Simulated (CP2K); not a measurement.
Consider acetyloxirane at its PBE geometry (Å).

```xyz
12

C     1.4402    0.0839    0.7431
C     0.6956    0.5929   -0.4697
O     1.2678    1.1020   -1.4302
C    -0.8058    0.4738   -0.5049
C    -1.4590   -0.8356   -0.2604
O    -1.5251    0.2023    0.7312
H     0.8298   -0.5698    1.3766
H     2.3558   -0.4240    0.4203
H     1.7395    0.9508    1.3498
H    -1.2962    1.1749   -1.1849
H    -0.8465   -1.7004    0.0092
H    -2.3961   -1.0507   -0.7802
```

Method: CP2K XAS_TDP, all-electron GAPW, PBEh(45%), aug-cc-pVDZ, TDA, GW2X-corrected core level, no relativity.

Q: Predict the bright core excitations at the O K edge.

Leading lines: O3 531.23 eV and O6 534.81 eV. The leading line of an atom is its first one with 35 % of the strongest within 2.5 eV of its lowest line over the strength cut. Core ionisation energies at this level: O3 537.88 and O6 538.87 eV.

The first six lines of each atom with a strength over 0.0015:

```tsv
atom	energy (eV)	states	strength, one atom	above the computed threshold
O3 (bonded to C)	531.23	1	0.0431	
	536.94	1	0.0023	
	537.71	1	0.0019	
	538.83	1	0.0021	yes
	539.13	1	0.0037	yes
	539.37	1	0.0023	yes
O6 (bonded to 2 C)	534.81	1	0.0317	
	535.78	1	0.0369	
	537.17	1	0.0021	
	537.64	1	0.0042	
	537.86	1	0.0085	
	538.62	1	0.0064
```

Lines are vertical, at one geometry, with no vibrational structure. GW2X ionisation energies and lines can be off by 1 to 2 eV either way, and a good line position may hide errors that cancel. These values hold no scalar relativity, about 0.4 eV for O 1s. Rydberg lines, and the discretised continuum above threshold, depend on the basis and the box.

[Banner, clock and machine lines of the logs are left out without a mark of their own.]

[Logs are printed without paths, hosts, clocks, repeated set-up lines and the standing remarks that a program may print on its own settings, such as how far it seeks lower states.]

[Hosts, paths, dates, database ids (printed as entryN), source tags and the programs' standing remarks are cut or masked in the printed files.]
